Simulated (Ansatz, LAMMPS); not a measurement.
## Atom list for Li+ triflate in propylene carbonate and dimethoxyethane, relaxed from a frame at 330 K (166 atoms)

The starting structure: 4 propylene carbonate, 6 dimethoxyethane, 2 Li+, 2 triflate placed at random, at 1.12 g/cm³; overlaps pushed apart, then 10 ps at 550 K with Joung-Cheatham ions (J. Phys. Chem. B 112, 9020 (2008)); MMFF94 bonds, angles, torsions, charges and radii (Halgren, J. Comput. Chem. 17, 490 (1996)) in harmonic and 12-6 forms; charges of ions scaled by 0.8. Snapshot after 30 ps at 330 K and fixed volume.

Calculated values (Ansatz 0.2.0, Kohn-Sham DFT, PBE+D4, PAW (set soft_2), plane waves; cutoff 420 eV, Γ point, fixed occupations; density 1.10 g/cm³) for step 2 of a relaxation.

Cell vectors (Å):

```
12.408 -0.005 -0.025
-0.005 12.351 -0.015
-0.025 -0.015 12.469
```

Positions (Å):

```
1 C 3.734 5.585 6.220
2 O 4.753 6.503 5.869
3 C 5.085 6.347 4.505
4 C 6.100 7.392 4.058
5 O 6.369 7.151 2.708
6 C 7.145 8.169 2.151
7 H 3.438 5.783 7.241
8 H 4.061 4.556 6.171
9 H 2.855 5.689 5.562
10 H 4.186 6.439 3.880
11 H 5.486 5.350 4.357
12 H 6.996 7.331 4.692
13 H 5.682 8.414 4.234
14 H 7.440 7.837 1.129
15 H 8.066 8.349 2.740
16 H 6.596 9.122 2.087
17 C 10.502 10.135 0.771
18 O 9.931 11.428 0.570
19 C 9.067 11.768 1.683
20 C 8.703 0.874 1.513
21 O 7.712 1.246 2.464
22 C 7.497 2.699 2.516
23 H 11.327 10.180 1.479
24 H 10.863 9.777 12.289
25 H 9.754 9.448 1.173
26 H 9.594 11.602 2.625
27 H 8.200 11.100 1.651
28 H 8.354 1.023 0.491
29 H 9.593 1.495 1.648
30 H 8.325 3.170 3.043
31 H 6.572 2.839 3.130
32 H 7.307 3.072 1.512
33 C 7.669 11.830 5.308
34 O 7.700 11.567 6.728
35 C 7.024 10.318 6.970
36 C 7.273 9.910 8.456
37 O 6.778 10.964 9.282
38 C 7.030 10.655 10.654
39 H 8.191 0.401 5.120
40 H 6.619 11.936 4.946
41 H 8.142 10.987 4.781
42 H 7.445 9.547 6.314
43 H 5.958 10.425 6.772
44 H 8.372 9.806 8.626
45 H 6.750 8.950 8.684
46 H 6.508 11.378 11.267
47 H 8.098 10.691 10.896
48 H 6.662 9.641 10.858
49 C 3.182 10.064 4.957
50 O 3.519 10.193 6.343
51 C 2.781 9.270 7.144
52 C 3.022 9.529 8.636
53 O 2.835 8.336 9.386
54 C 1.443 8.026 9.530
55 H 3.749 10.823 4.408
56 H 2.108 10.281 4.777
57 H 3.397 9.026 4.609
58 H 3.124 8.242 6.890
59 H 1.709 9.363 6.912
60 H 2.357 10.328 8.991
61 H 4.054 9.857 8.791
62 H 0.911 8.041 8.580
63 H 0.962 8.726 10.252
64 H 1.380 7.002 9.922
65 C 6.923 3.287 6.630
66 O 7.722 2.173 7.056
67 C 9.099 2.583 7.216
68 C 9.959 1.365 7.466
69 O 9.400 0.640 8.589
70 C 10.293 12.007 9.065
71 H 7.257 3.661 5.636
72 H 6.988 4.114 7.359
73 H 5.874 2.926 6.516
74 H 9.171 3.268 8.057
75 H 9.437 3.087 6.288
76 H 10.998 1.646 7.683
77 H 10.006 0.680 6.589
78 H 11.141 0.118 9.604
79 H 10.641 11.358 8.261
80 H 9.761 11.373 9.787
81 C 10.352 5.662 0.057
82 O 10.697 4.798 11.480
83 C 11.267 3.630 12.056
84 C 11.764 2.729 10.977
85 O 0.612 3.072 10.493
86 C 0.648 4.407 9.953
87 H 9.726 5.082 0.789
88 H 9.777 6.511 12.120
89 H 11.264 6.028 0.581
90 H 10.499 3.153 0.141
91 H 12.112 3.937 0.274
92 H 11.013 2.749 10.168
93 H 11.818 1.692 11.402
94 H 12.206 4.593 9.258
95 H 1.583 4.497 9.367
96 H 0.618 5.157 10.763
97 C 1.864 12.040 11.275
98 C 2.094 0.593 0.022
99 C 3.370 0.301 0.779
100 O 2.924 11.957 1.965
101 C 1.580 12.128 2.078
102 O 0.974 11.871 3.093
103 O 1.047 0.387 0.977
104 H 1.601 11.033 11.601
105 H 1.098 0.063 10.649
106 H 2.792 12.018 10.705
107 H 2.065 1.635 12.159
108 H 4.051 11.983 0.203
109 H 3.889 1.197 1.088
110 C 4.302 0.812 7.162
111 C 2.965 1.488 7.072
112 C 2.144 1.410 8.347
113 O 1.300 0.287 8.175
114 C 1.285 0.006 6.837
115 O 0.482 11.593 6.278
116 O 2.147 0.739 6.157
117 H 5.002 1.385 7.781
118 H 4.176 12.157 7.595
119 H 4.734 0.632 6.169
120 H 3.010 2.524 6.743
121 H 2.824 1.338 9.209
122 H 1.506 2.284 8.512
123 C 4.480 4.621 1.379
124 C 3.740 5.231 0.168
125 C 3.929 6.703 12.451
126 O 3.027 7.301 0.935
127 C 1.991 6.430 0.995
128 O 0.886 6.648 1.420
129 O 2.292 5.218 0.412
130 H 5.479 5.057 1.472
131 H 3.931 4.856 2.304
132 H 4.579 3.539 1.292
133 H 3.919 4.651 11.700
134 H 4.981 7.064 0.128
135 H 3.545 7.046 11.477
136 C 9.968 6.349 5.388
137 C 10.822 6.810 4.230
138 C 12.271 7.037 4.624
139 O 0.050 8.476 4.579
140 C 11.286 9.032 4.126
141 O 11.111 10.235 4.057
142 O 10.384 8.120 3.834
143 H 10.383 5.438 5.803
144 H 9.918 7.150 6.146
145 H 8.916 6.173 5.084
146 H 10.750 6.065 3.412
147 H 0.047 6.706 5.673
148 H 0.593 6.570 3.993
149 O 4.997 2.151 11.560
150 S 5.689 2.529 10.338
151 O 4.900 3.407 9.485
152 O 6.402 1.406 9.729
153 C 7.018 3.646 10.910
154 F 6.574 4.585 11.768
155 F 7.672 4.237 9.870
156 F 7.964 2.932 11.586
157 O 11.508 3.779 3.972
158 S 0.061 2.943 4.694
159 O 12.165 1.505 4.594
160 O 0.442 3.458 6.025
161 C 1.658 3.135 3.801
162 F 1.923 4.449 3.626
163 F 1.699 2.571 2.580
164 F 2.722 2.635 4.500
165 Li 7.434 0.341 8.419
166 Li 12.036 11.956 4.500
```

**Question.** What force acts on each atom?

Columns: atom, fx, fy, fz (forces in eV/Å).

```
1 -0.389 0.469 -0.059
2 0.112 0.247 0.059
3 -0.040 0.446 0.052
4 -0.791 0.219 0.921
5 -0.117 -0.350 -0.093
6 0.775 0.172 -0.690
7 -0.084 0.192 0.479
8 0.379 -0.681 -0.157
9 -0.015 0.044 0.018
10 -0.188 0.044 -0.139
11 0.319 -0.642 -0.295
12 0.364 -0.087 -0.008
13 0.031 -0.248 -0.215
14 -0.123 0.223 0.412
15 -0.042 -0.037 -0.100
16 -0.131 0.102 -0.044
17 -0.160 0.612 0.091
18 -0.291 -0.092 0.387
19 0.598 0.104 -0.752
20 -0.110 0.098 0.328
21 -0.300 0.686 0.170
22 -0.861 -1.649 0.564
23 0.334 0.040 0.296
24 0.060 -0.220 -0.466
25 -0.188 -0.371 -0.072
26 0.104 -0.018 0.279
27 -0.410 -0.029 0.098
28 -0.225 0.060 -0.352
29 0.382 0.120 0.027
30 0.438 0.340 -0.132
31 0.497 -0.099 -0.364
32 0.174 0.323 -0.169
33 -0.734 -0.376 0.202
34 -0.355 -0.440 -0.424
35 0.605 -0.099 1.337
36 0.070 0.231 -1.214
37 0.180 -0.164 -0.068
38 -0.076 -0.230 -0.083
39 0.303 0.431 -0.006
40 0.382 -0.064 0.155
41 0.065 0.078 -0.081
42 0.022 -0.227 -0.092
43 -0.407 -0.041 -0.087
44 -0.382 -0.187 -0.059
45 0.228 0.315 -0.106
46 -0.246 0.348 0.168
47 0.215 0.037 0.001
48 -0.110 -0.086 0.172
49 -0.379 -0.204 0.152
50 -0.184 0.120 0.078
51 0.269 -0.317 -0.290
52 0.087 -0.038 -0.466
53 -0.382 -0.044 0.115
54 0.349 -0.062 0.640
55 0.200 -0.159 -0.034
56 0.302 -0.154 0.144
57 0.034 0.432 -0.035
58 -0.170 0.177 0.179
59 -0.074 -0.055 -0.126
60 -0.066 0.083 0.126
61 0.200 -0.035 0.037
62 -0.182 0.118 -0.324
63 0.046 -0.179 -0.271
64 0.030 0.126 0.088
65 -0.301 -0.266 -0.259
66 0.287 0.325 -0.197
67 -0.214 -0.496 -0.526
68 -0.161 -0.554 -0.015
69 0.085 0.352 -0.074
70 -0.219 -0.201 0.340
71 0.051 -0.136 0.231
72 -0.205 -0.112 -0.054
73 0.646 0.275 0.256
74 0.051 0.379 0.327
75 0.071 -0.048 0.190
76 0.004 0.240 0.071
77 -0.152 0.248 0.213
78 0.201 0.060 -0.083
79 0.293 -0.126 -0.341
80 -0.086 0.200 0.034
81 -0.047 0.305 0.789
82 -0.034 -0.047 -0.457
83 0.207 0.531 0.025
84 -0.536 -0.852 0.193
85 0.712 0.447 -0.419
86 0.436 -0.172 0.034
87 0.083 0.552 -0.201
88 -0.067 -0.174 0.018
89 -0.372 -0.008 0.039
90 -0.277 -0.459 0.529
91 -0.077 -0.203 0.040
92 -0.145 -0.189 -0.097
93 0.119 0.552 -0.388
94 -0.122 -0.097 -0.065
95 -0.179 -0.062 0.282
96 0.114 -0.144 -0.188
97 0.299 -0.175 0.448
98 0.261 0.615 -0.999
99 0.494 -0.846 0.178
100 -0.616 0.047 -0.249
101 0.162 0.837 -0.031
102 -0.119 -0.329 -0.660
103 0.086 -0.668 1.312
104 0.060 -0.328 -0.017
105 -0.676 0.214 -0.462
106 0.162 -0.111 -0.155
107 -0.204 -0.202 0.256
108 -0.229 0.327 0.310
109 0.330 0.328 0.116
110 0.402 -0.591 0.218
111 0.156 0.107 0.436
112 0.794 1.284 0.629
113 -0.291 -1.119 -0.719
114 -1.198 -0.174 -0.374
115 0.494 0.294 0.881
116 -0.068 -0.206 -0.374
117 -0.134 0.020 -0.091
118 0.046 0.323 -0.062
119 0.008 0.206 -0.070
120 0.073 0.061 -0.270
121 -0.357 -0.359 0.037
122 0.009 0.014 -0.114
123 -0.348 0.424 -0.135
124 0.389 -0.600 -0.042
125 -0.158 0.132 -0.589
126 -0.070 -0.120 0.358
127 -0.484 -0.854 -0.617
128 -0.020 0.538 0.516
129 0.497 0.569 0.248
130 0.015 -0.027 -0.029
131 0.116 -0.051 -0.168
132 -0.085 -0.146 -0.111
133 -0.226 0.225 0.452
134 -0.086 0.091 0.337
135 0.387 -0.126 -0.185
136 -0.832 0.541 -0.019
137 -0.061 -1.162 0.103
138 0.620 -0.048 0.128
139 -0.754 0.339 -0.099
140 1.448 0.333 0.677
141 -0.169 -0.019 0.001
142 -1.001 0.006 -0.778
143 0.098 -0.287 0.194
144 0.203 -0.206 0.124
145 0.384 -0.106 -0.044
146 -0.061 0.657 -0.033
147 0.111 0.074 0.198
148 -0.028 -0.033 -0.242
149 -0.031 -0.223 0.513
150 -0.994 0.064 0.462
151 0.046 -0.069 -0.694
152 0.247 -0.020 -0.503
153 1.487 -0.164 0.182
154 -0.051 0.262 -0.386
155 -0.452 0.113 0.322
156 -0.102 0.029 -0.071
157 -0.023 0.078 -0.441
158 -0.451 0.397 1.334
159 -0.124 0.108 0.086
160 -0.181 -0.518 -0.450
161 1.263 0.126 -0.466
162 -0.213 0.307 0.057
163 -0.298 -0.127 -0.006
164 -0.444 0.107 -0.365
165 -0.039 0.491 -0.008
166 0.423 -0.147 -0.139
```

The network of contacts between molecules at the start is that of the classical potential that made the cell. The relaxed geometry lies near a switch of the dispersion model's C6 values, so it may be an artefact of their interpolation. Only the Γ point is sampled, in a cell whose shortest periodic width is 12 Å.

The r.m.s. force component is 0.380 eV/Å; the longest force, 1.94 eV/Å, acts on C22. The energy lies 36.5 meV/atom below that of the first step of this run.

[Logs are printed without paths, hosts, clocks, repeated set-up lines and the standing remarks that a program may print on its own settings, such as how far it seeks lower states.]

[Hosts, paths, dates, database ids (printed as entryN), source tags and the programs' standing remarks are cut or masked in the printed files.]

[The MMFF94 radii named for the starting cell were scaled by 0.96; in molecules described by MMFF94, hydrogen bound to N, O or S took a small fixed 12-6 site in their place.]
